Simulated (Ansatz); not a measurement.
Planning a run of Ansatz 0.2.0 on LaInO3 (Pnma). The input:

```yaml
crystal:
  lattice:
    - [5.9502313942, 0.0, 0.0]
    - [0.0, 8.2514784684, 0.0]
    - [0.0, 0.0, 5.7340819018]
  atoms:
    - { symbol: La, position: [0.9466586753, 0.25, 0.0155649151] }
    - { symbol: La, position: [0.5533413247, 0.75, 0.5155649151] }
    - { symbol: La, position: [0.4466586753, 0.25, 0.4844350849] }
    - { symbol: La, position: [0.0533413247, 0.75, 0.9844350849] }
    - { symbol: In, position: [0.0, 0.0, 0.5] }
    - { symbol: In, position: [0.5, 0.0, 0.0] }
    - { symbol: In, position: [0.5, 0.5, 0.0] }
    - { symbol: In, position: [0.0, 0.5, 0.5] }
    - { symbol: O, position: [0.0446672236, 0.25, 0.6129733737] }
    - { symbol: O, position: [0.4553327764, 0.75, 0.1129733737] }
    - { symbol: O, position: [0.5446672236, 0.25, 0.8870266263] }
    - { symbol: O, position: [0.9553327764, 0.75, 0.3870266263] }
    - { symbol: O, position: [0.1982953276, 0.0597400317, 0.1960360364] }
    - { symbol: O, position: [0.3017046724, 0.9402599683, 0.6960360364] }
    - { symbol: O, position: [0.6982953276, 0.4402599683, 0.3039639636] }
    - { symbol: O, position: [0.8017046724, 0.5597400317, 0.8039639636] }
    - { symbol: O, position: [0.8017046724, 0.9402599683, 0.8039639636] }
    - { symbol: O, position: [0.6982953276, 0.0597400317, 0.3039639636] }
    - { symbol: O, position: [0.3017046724, 0.5597400317, 0.6960360364] }
    - { symbol: O, position: [0.1982953276, 0.4402599683, 0.1960360364] }
kpoints:
  mp_grid: { grid: [4, 2, 4] }
  band_path:
    path:
      - [0.0, 0.0, 0.0]
      - [0.5, 0.0, 0.0]
      - [0.5, 0.5, 0.0]
      - [0.0, 0.5, 0.0]
      - [0.0, 0.0, 0.5]
      - [0.5, 0.0, 0.5]
      - [0.5, 0.5, 0.5]
      - [0.0, 0.5, 0.5]
    npoints: 1
hamiltonian:
  xc: hse06
scf:
  occupations: { method: fixed }
  n_extra_bands: 10
output:
  eigenvalues: true
```

```sh
ansatz run input.yaml --threads 24 --pin off --max-ram 82944MiB --backend cuda --events-out ev --progress --plain --runs-dir out --devices 1 --max-vram 78GiB
```

Q: Estimate wall time and host memory on 1 × NVIDIA GB200 (shared by 2 runs) with 24 threads of Arm Neoverse V2, shared host.

It took 26 s; on shared hardware allow 13 s to 52 s. Peak host memory was 2.8 GiB. The sizes that set the cost: 5499 plane waves a state, 18 irreducible k points and 16 SCF cycles.

Exact exchange couples every pair of k points and filled bands, so it costs far more than a semilocal run.

[Paths, hosts, dates, memory and timing lines, banners, echoed tables and standing remarks are left out of the program output.]

[Logs are printed without paths, hosts, clocks, repeated set-up lines and the standing remarks that a program may print on its own settings, such as how far it seeks lower states.]

[Runs of the session that timed out or met a known fault of the program may be left out.]

[Cells called generated may have been cut or substituted from an entry of the Crystallography Open Database or the Materials Project.]

[Hosts, paths, dates, database ids (printed as entryN), source tags and the programs' standing remarks are cut or masked in the printed files.]
